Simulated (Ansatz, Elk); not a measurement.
**Mg3NiN: X-ray structure factors from the self-consistent density**

Structure refinements treat a crystal as free atoms side by side. For a made-up structure of Mg3NiN (cell and positions from a PBEsol relaxation) the runs below show what the calculated density changes in F(hkl).

Main program and level: Elk 11.2.3 (patched build); DFT, PBE, all-electron APW+lo, Dirac cores, scalar-relativistic bands, static density, no spin.

The structure was built from a prototype and need not be the compound's stable phase.

### Step 1. Starting point

Symmetry: Pm-3m, No. 221, cubic system. The conventional cell has a = 4.577 Å, b = 4.577 Å, c = 4.577 Å, α = 90.00°, β = 90.00°, γ = 90.00°. Ni has 6 Mg at 2.29 Å nearest. Nearest to Mg lie 2 Ni at 2.29 Å. N has 12 Mg at 3.24 Å nearest. Farther neighbours and most contacts between anions are not listed.

### Step 2. Ground state and structure factors

An all-electron density is needed, since X-rays see the cores too. Task 0 finds the density and task 195 Fourier-transforms it; tshift is off so that phases refer to the origin typed.

Input file elk.in:

```
tasks
  0
  195

xctype
  20

spinpol
  .false.

rgkmax
  7.0

gmaxvr
  14.0

lmaxo
  7

lmaxapw
  8

swidth
  0.002

tshift
  .false.

ramdisk
  .false.

hmaxvr
  5.5

maxscl
  120

epspot
  1e-06

sppath
  './'

avec
  8.64927397103 0.00000000000 0.00000000000
  -0.00000000000 8.64927397103 -0.00000000000
  0.00000000000 -0.00000000000 8.64927397103

atoms
  3
  'Ni.in'
  1
  0.5000000000 0.5000000000 0.5000000000   0.000000 0.000000 0.000000
  'Mg.in'
  3
  0.5000000000 0.5000000000 0.0000000000   0.000000 0.000000 0.000000
  0.5000000000 0.0000000000 0.5000000000   0.000000 0.000000 0.000000
  -0.0000000000 0.5000000000 0.5000000000   0.000000 0.000000 0.000000
  'N.in'
  1
  0.0000000000 0.0000000000 0.0000000000   0.000000 0.000000 0.000000

ngridk
  5 5 5
```

Launch:

```sh
$ OMP_NUM_THREADS=4 elk
```

Numbers of over 12 decimals in the logs are rounded to 6 here.

Log:

```text
┌─────────────────────────┐
│ Elk code version 11.2.3 │
└─────────────────────────┘

All units are atomic (Hartree, Bohr, etc.)

┌─────────────────────────────────────────────────┐
│ Ground-state run starting from atomic densities │
└─────────────────────────────────────────────────┘

Lattice vectors :
   8.649273971       0.000000000       0.000000000
  -0.000000000       8.649273971      -0.000000000
   0.000000000      -0.000000000       8.649273971

Reciprocal lattice vectors :
  0.7264407774       0.000000000       0.000000000
  -0.000000000      0.7264407774       0.000000000
  -0.000000000       0.000000000      0.7264407774

Unit cell volume      :    647.0516688
Brillouin zone volume :   0.3833545688

Muffin-tin inner radius fraction :   0.1000000000E-01

Nuclei treated as point charges

Species : 1 (Ni)
 parameters loaded from : Ni.in
 name : nickel
 nuclear charge    :   -28.00000000
 electronic charge :    28.00000000
 atomic mass :    106991.5231
 muffin-tin radius :    2.230245384
 number of radial points in muffin-tin :    993
 inner part over the whole radius :   0.9846936987E-02
 number on inner part of muffin-tin    :    699
 approximate nuclear radius :   0.7325707712E-04
 number of mesh points to nuclear radius :    336
 atomic positions (lattice), magnetic fields (Cartesian) :
  1 :   0.50000000  0.50000000  0.50000000    0.00000000  0.00000000  0.00000000

Species : 2 (Mg)
 parameters loaded from : Mg.in
 name : magnesium
 nuclear charge    :   -12.00000000
 electronic charge :    12.00000000
 atomic mass :    44305.30466
 muffin-tin radius :    2.044391602
 number of radial points in muffin-tin :    793
 inner part over the whole radius :   0.9974209759E-02
 number on inner part of muffin-tin    :    551
 approximate nuclear radius :   0.5710277704E-04
 number of mesh points to nuclear radius :    242
 atomic positions (lattice), magnetic fields (Cartesian) :
  1 :   0.50000000  0.50000000  0.00000000    0.00000000  0.00000000  0.00000000
  2 :   0.50000000  0.00000000  0.50000000    0.00000000  0.00000000  0.00000000
  3 :   0.00000000  0.50000000  0.50000000    0.00000000  0.00000000  0.00000000

Species : 3 (N)
 parameters loaded from : N.in
 name : nitrogen
 nuclear charge    :   -7.000000000
 electronic charge :    7.000000000
 atomic mass :    25532.65216
 muffin-tin radius :    1.800000000
 number of radial points in muffin-tin :    593
 inner part over the whole radius :   0.9919300552E-02
 number on inner part of muffin-tin    :    407
 approximate nuclear radius :   0.4939692610E-04
 number of mesh points to nuclear radius :    170
 atomic positions (lattice), magnetic fields (Cartesian) :
  1 :   0.00000000  0.00000000  0.00000000    0.00000000  0.00000000  0.00000000

Total number of atoms per unit cell :    5
Total muffin-tin volume :    178.2709710
 ratio of muffin-tin to unit cell volume :   0.2755127289

Spin treatment :
 spin-unpolarised

Number of Bravais lattice symmetries :   48
Number of crystal symmetries         :   48
Crystal has inversion symmetry
Real symmetric eigensolver will be used

k-point grid :      5     5     5
k-point offset :    0.000000000       0.000000000       0.000000000
k-point set is reduced with full crystal symmetry group
Total number of k-points :       10

Muffin-tin radius times maximum |G+k| :    7.000000000
 using average radius
Maximum |G+k| for APW functions       :    3.443722620
Maximum (1/2)|G+k|²                   :    5.929612741
Maximum |G| for potential and density :    14.00000000
Constant for pseudocharge density :    8
 order of it for each species :   15  15  15
 order of it for pair densities of each species (exact exchange by exxq0 0: 16) :   12  10   6
Radial integration step length :    1

G-vector grid sizes :     40    40    40
Number of G-vectors :    30047

Maximum angular momentum used for
 APW functions            :    8
 outer part of muffin-tin :    7
 inner part of muffin-tin :    2

Total nuclear charge    :   -71.00000000
[...]
correlation                 :     -2.889981
 electron entropic           :    -0.99437550119899E-03
 total energy                :     -2176.2726272230

Density of states at Fermi energy :    79.85866895
 (states/Hartree/unit cell)

Estimated indirect band gap :   0.1322122171E-01
 from k-point 10 to k-point 8
Estimated direct band gap   :   0.1821433662E-01
 at k-point 10

Charges :
 core                        :    20.00000000
 valence                     :    51.00000000
 interstitial                :    5.605926053
 muffin-tins (core leakage)
  species : 1 (Ni)
   atom 1                    :    28.08256774     (  0.6772121099E-03)
  species : 2 (Mg)
[...]
species : 3 (N)
[...]
total in muffin-tins        :    65.39407395
 total calculated charge     :    70.99916136
 total charge                :    71.00000000
 error                       :   0.8386439430E-03

RMS change in Kohn-Sham potential (target) :    1.149102535     (  0.1000000000E-05)
Absolute change in total energy (target)   :   0.2824918997     (  0.1000000000E-03)

[... loops 3 to 19 left out ...]

┌──────────────────┐
│ Loop number : 20 │
└──────────────────┘

Energies :
 Fermi                       :     0.101397
 sum of occupied eigenvalues :     -1224.2376551910
 electron kinetic            :      2201.3292666776
 core electron kinetic       :      1835.7917092157
 Coulomb                     :     -4258.0157634506
 Coulomb potential           :     -3270.5851899184
 nuclear-nuclear             :     -282.90404542683
 electron-nuclear            :     -4686.5762803488
 Hartree                     :      711.46456232507
 Madelung                    :     -2622.7231684914
 xc potential                :     -154.98173195025
 exchange                    :     -116.83171640839
 correlation                 :     -2.884540
 electron entropic           :    -0.92785200781322E-03
 total energy                :     -2176.4036810611

Density of states at Fermi energy :    66.70672897
 (states/Hartree/unit cell)

Estimated indirect band gap :   0.5016454738E-02
 from k-point 4 to k-point 7
Estimated direct band gap   :   0.2070584079E-01
 at k-point 10

Charges :
 core                        :    20.00000000
 valence                     :    51.00000000
 interstitial                :    6.650829207
 muffin-tins (core leakage)
  species : 1 (Ni)
[...]
species : 2 (Mg)
[...]
species : 3 (N)
[...]
total in muffin-tins        :    64.34917079
 total calculated charge     :    70.99918354
 total charge                :    71.00000000
 error                       :   0.8164636795E-03

RMS change in Kohn-Sham potential (target) :   0.3179357381E-06 (  0.1000000000E-05)
Absolute change in total energy (target)   :   0.1370464724E-04 (  0.1000000000E-03)

Convergence targets achieved

┌──────────────────┐
│ Loop number : 21 │
└──────────────────┘

Energies :
 Fermi                       :     0.101397
 sum of occupied eigenvalues :     -1224.2376570158
 electron kinetic            :      2201.3292695493
 core electron kinetic       :      1835.7917087500
 Coulomb                     :     -4258.0157675860
 Coulomb potential           :     -3270.5851918412
 nuclear-nuclear             :     -282.90404542683
 electron-nuclear            :     -4686.5762867879
 Hartree                     :      711.46456462871
 Madelung                    :     -2622.7231716654
 xc potential                :     -154.98173472386
 exchange                    :     -116.83171706524
 correlation                 :     -2.884540
 electron entropic           :    -0.92785301591645E-03
 total energy                :     -2176.4036829714

Density of states at Fermi energy :    66.70683421
 (states/Hartree/unit cell)

Estimated indirect band gap :   0.5016458886E-02
 from k-point 4 to k-point 7
Estimated direct band gap   :   0.2070583990E-01
 at k-point 10

Charges :
 core                        :    20.00000000
 valence                     :    51.00000000
 interstitial                :    6.650828399
 muffin-tins (core leakage)
  species : 1 (Ni)
[...]
species : 2 (Mg)
[...]
atom 2                    :    10.37944402     ( -0.9639310816E-07)
   atom 3                    :    10.37944402     ( -0.9639310816E-07)
  species : 3 (N)
   atom 1                    :    5.962238641     ( -0.9080418328E-07)
 total in muffin-tins        :    64.34917160
 total calculated charge     :    70.99918354
 total charge                :    71.00000000
 error                       :   0.8164636845E-03

┌──────────────────────────────┐
│ Self-consistent loop stopped │
└──────────────────────────────┘

Warning : core states of species 1 leak from the muffin-tin :   0.7318988639E-03

Wrote STATE.OUT
```

It took 12 s on 4 threads of AMD EPYC 9B45 (Zen 5), shared host; peak memory 0.18 GiB; 26 s of CPU time.

SFACRHO.OUT:

```text

h k l indices transformed by vhmat matrix:
   1.000000000       0.000000000       0.000000000    
   0.000000000       1.000000000       0.000000000    
   0.000000000       0.000000000       1.000000000    

      h      k      l  multipl.   |H|            Re(F)            Im(F)           |F|

      0      0      0      1   0.0000000       71.000000      0.46452105E-16   71.000000    
      0     -1      0      6  0.72644078      -29.932047     -0.54054614E-14   29.932047    
     -1      0      1     12   1.0273424       20.322358      0.30943377E-14   20.322358    
      1      1      1      8   1.2582323       8.6288316      0.16484713E-14   8.6288316    
      0      0     -2      6   1.4528816       51.055892      0.95124603E-14   51.055892    
     -1      0     -2     24   1.6243710      -24.753898     -0.94919692E-14   24.753898    
     -1      1     -2     24   1.7794092       15.339708      0.32605680E-15   15.339708    
      2      2      0     12   2.0546848       43.354947     -0.16218993E-13   43.354947    
      2     -2      1     24   2.1793223      -21.844796     -0.26511274E-14   21.844796    
      0      0      3      6   2.1793223      -21.918405      0.11623939E-13   21.918405    
     -3      1      0     24   2.2972074       13.035156     -0.17153996E-13   13.035156    
     -1     -1     -3     24   2.4093315       5.9777163     -0.21291296E-14   5.9777163    
      2     -2     -2      8   2.5164647       38.006313      0.70907454E-14   38.006313    
     -2     -3      0     24   2.6192195      -19.518176     -0.14218831E-13   19.518176    
     -2      1      3     48   2.7180925       11.507483      0.15343860E-14   11.507483    
      4      0      0      6   2.9057631       33.908039     -0.12708406E-13   33.908039    
      3      2     -2     24   2.9951921      -17.588028      0.82986194E-14   17.588028    
     -4      0     -1     24   2.9951921      -17.614778     -0.10115233E-13   17.614778
```

Elk indexes on the primitive cell of elk.in and gives |H| = 4π sin θ/λ in inverse bohr. Below, one row stands for each form hkl of the conventional cell (m members, Friedel mates merged), F is for one primitive cell and the density is static (no thermal factor). Free-atom factors are Waasmaier and Kirfel's, and R is Σm||F|−|F'||/Σm|F|.

| hkl | m | sin θ/λ (Å⁻¹) | abs F, DFT | neutral atoms | diff. |
| --- | --- | --- | --- | --- | --- |
| 100 | 6 | 0.109 | 29.932 | 29.707 | +0.225 |
| 110 | 12 | 0.154 | 20.322 | 19.685 | +0.637 |
| 111 | 8 | 0.189 | 8.629 | 8.865 | -0.236 |
| 200 | 6 | 0.218 | 51.056 | 51.227 | -0.171 |
| 210 | 24 | 0.244 | 24.754 | 24.847 | -0.093 |
| 211 | 24 | 0.268 | 15.340 | 15.535 | -0.195 |
| 220 | 12 | 0.309 | 43.355 | 43.522 | -0.167 |
| 221 | 24 | 0.328 | 21.845 | 21.939 | -0.095 |
| 300 | 6 | 0.328 | 21.918 | 21.939 | -0.021 |
| 310 | 24 | 0.345 | 13.035 | 13.136 | -0.101 |
| 311 | 24 | 0.362 | 5.978 | 5.947 | +0.031 |
| 222 | 8 | 0.378 | 38.006 | 38.127 | -0.121 |
| 320 | 24 | 0.394 | 19.518 | 19.585 | -0.066 |
| 321 | 48 | 0.409 | 11.508 | 11.573 | -0.066 |
| 400 | 6 | 0.437 | 33.908 | 33.983 | -0.075 |
| 322 | 24 | 0.450 | 17.588 | 17.648 | -0.060 |
| 410 | 24 | 0.450 | 17.615 | 17.648 | -0.033 |
| 411 | 24 | 0.464 | 10.471 | 10.480 | -0.010 |

### Step 3. The highest occupied states alone

An energy window below the Fermi level keeps the highest occupied states, to see at which angles they scatter; shallow core shells can lie inside it and anion s states outside. No new self-consistency is needed.

Changes to elk.in since step 2:

```diff
@@ -1,3 +1,2 @@
 tasks
-  0
   195
@@ -40,2 +39,5 @@
 
+wsfac
+  -0.266100 0.401400
+
 sppath
```

Launch:

```sh
$ OMP_NUM_THREADS=4 elk
```

Log:

```text
┌─────────────────────────────────┐
│ Elk code version 11.2.3 started │
└─────────────────────────────────┘

Info(readinput): the functional depends on the density's gradient
 muffin-tin radial points multiplied by    2.00000
 (not where nrmtscf is given)

┌────────────────────┐
│ Current task : 195 │
└────────────────────┘
Info(checkmt): changed muffin-tin radius of species 1 (Ni) from   2.4000 to   2.2302
Info(checkmt): changed muffin-tin radius of species 2 (Mg) from   2.2000 to   2.0444

Info(sfacrho): density structure factors written to SFACRHO.OUT

 Energy window :  -0.2661000000      0.4014000000

┌──────────────────┐
│ Elk code stopped │
└──────────────────┘
```

It took 4.1 s on 4 threads; peak memory 0.16 GiB; 4.8 s of CPU time.

States within 10 eV below the Fermi level hold 19.00 electrons; any levels below the window count with the cores. Their amplitudes can exceed the total, where window and core parts have opposite phase:

| hkl | sin θ/λ (Å⁻¹) | abs F, window | abs F, all |
| --- | --- | --- | --- |
| 100 | 0.109 | 6.465 | 29.932 |
| 110 | 0.154 | 9.236 | 20.322 |
| 111 | 0.189 | 4.415 | 8.629 |
| 200 | 0.218 | 6.622 | 51.056 |
| 210 | 0.244 | 3.615 | 24.754 |
| 211 | 0.268 | 5.375 | 15.340 |
| 220 | 0.309 | 4.413 | 43.355 |
| 221 | 0.328 | 2.811 | 21.845 |
| 300 | 0.328 | 2.876 | 21.918 |
| 310 | 0.345 | 3.774 | 13.035 |

### Step 4. Another functional

The difference from free atoms is small, so it is set against the change that LDA (Perdew-Wang) makes.

Changes to elk.in since step 3:

```diff
@@ -1,2 +1,3 @@
 tasks
+  0
   195
@@ -4,3 +5,3 @@
 xctype
-  20
+  3
 
@@ -39,5 +40,2 @@
 
-wsfac
-  -0.266100 0.401400
-
 sppath
```

Launch:

```sh
$ OMP_NUM_THREADS=4 elk
```

Log:

```text
┌─────────────────────────┐
│ Elk code version 11.2.3 │
└─────────────────────────┘

All units are atomic (Hartree, Bohr, etc.)

┌─────────────────────────────────────────────────┐
│ Ground-state run starting from atomic densities │
└─────────────────────────────────────────────────┘

Lattice vectors :
   8.649273971       0.000000000       0.000000000
  -0.000000000       8.649273971      -0.000000000
   0.000000000      -0.000000000       8.649273971

Reciprocal lattice vectors :
  0.7264407774       0.000000000       0.000000000
[...]
species : 1 (Ni)
[...]
species : 2 (Mg)
[...]
atom 3                    :    10.38703303     ( -0.1542817390E-05)
  species : 3 (N)
   atom 1                    :    5.943309219     ( -0.4240444685E-05)
 total in muffin-tins        :    64.36642356
 total calculated charge     :    70.99914559
 total charge                :    71.00000000
 error                       :   0.8544096432E-03

┌──────────────────────────────┐
│ Self-consistent loop stopped │
└──────────────────────────────┘

Warning : core states of species 1 leak from the muffin-tin :   0.7633535830E-03

Wrote STATE.OUT
[key lines of the parts left out:]
total energy                :     -2171.1543595554
```

Wall time 6.8 s (4 threads); peak memory 0.16 GiB.

Against the first run R = 0.09 %; the largest change is -0.057 at 222.

### Step 5. Basis size

A smaller basis shows how fast F responds to it; the change is likely larger than the basis error of the first run, but doesn't show convergence.

Changes to elk.in since step 4:

```diff
@@ -5,3 +5,3 @@
 xctype
-  3
+  20
 
@@ -11,3 +11,3 @@
 rgkmax
-  7.0
+  5.5
```

Launch:

```sh
$ OMP_NUM_THREADS=4 elk
```

Log:

```text
┌─────────────────────────┐
│ Elk code version 11.2.3 │
└─────────────────────────┘

All units are atomic (Hartree, Bohr, etc.)

┌─────────────────────────────────────────────────┐
│ Ground-state run starting from atomic densities │
└─────────────────────────────────────────────────┘

Lattice vectors :
   8.649273971       0.000000000       0.000000000
  -0.000000000       8.649273971      -0.000000000
   0.000000000      -0.000000000       8.649273971

Reciprocal lattice vectors :
  0.7264407774       0.000000000       0.000000000
[...]
species : 1 (Ni)
[...]
species : 2 (Mg)
[...]
atom 3                    :    10.37646847     ( -0.9639310905E-07)
  species : 3 (N)
   atom 1                    :    5.927245463     ( -0.9150945379E-07)
 total in muffin-tins        :    64.26297389
 total calculated charge     :    70.99943642
 total charge                :    71.00000000
 error                       :   0.5635808985E-03

┌──────────────────────────────┐
│ Self-consistent loop stopped │
└──────────────────────────────┘

Warning : core states of species 1 leak from the muffin-tin :   0.7302255747E-03

Wrote STATE.OUT
[key lines of the parts left out:]
total energy                :     -2176.3266143563
```

The job ended after 9.7 s (4 threads; peak memory 0.17 GiB).

Against the first run R = 0.06 %; the largest change is -0.030 at 200.

### Step 6. Settings against the effect

| run | R against the first run (%) | R against neutral atoms, low angle (%) | wall time |
| --- | --- | --- | --- |
| PBE, rgkmax 7 | 0.00 | 1.07 | 12 s |
| LDA (Perdew-Wang) | 0.09 | 1.09 | 6.8 s |
| rgkmax 5.5 | 0.06 | 1.10 | 9.7 s |

### Step 7. What came out

```json
{
 "R against neutral atoms, sin θ/λ < 0.3 Å⁻¹": "1.07 %",
 "R against neutral atoms, 0.3 to 0.82 Å⁻¹": "0.27 %"
}
```

In words: Independent neutral atoms miss the calculated amplitudes by R = 1.07 % below 0.3 Å⁻¹ and 0.27 % from there to 0.82 Å⁻¹; by shells, 0.75 % below 0.15 Å⁻¹ (1 form), 1.11 % 0.15 to 0.3 (5 forms), 0.44 % 0.3 to 0.45 (9 forms), 0.24 % above 0.45 (56 forms). Bonding, aspherical density and the tables' own atoms all enter these figures, and the runs don't part them. The largest change of an amplitude is +0.64 electrons, at 110. The window's part falls from 19.0 electrons at the origin to at most 2.10 between 0.45 and 0.82 Å⁻¹, where compact states inside the window still scatter. Below 0.3 Å⁻¹ the changes that finished (LDA (Perdew-Wang) and rgkmax 5.5) move F by R = 0.06 % at most, against the 1.07 % that separates it from free atoms. The k-mesh has no finished test. These runs have no spin, though d or f shells may be open. The electron count is odd, so without spin the run is a metal by force. Part of the difference isn't bonding: the tables are fits to free atoms and ions calculated by other methods than this functional. Thermal motion, anomalous dispersion and extinction are left out.

[Logs are printed without paths, hosts, clocks, repeated set-up lines and the standing remarks that a program may print on its own settings, such as how far it seeks lower states.]

[Hosts, paths, dates, database ids (printed as entryN), source tags and the programs' standing remarks are cut or masked in the printed files.]
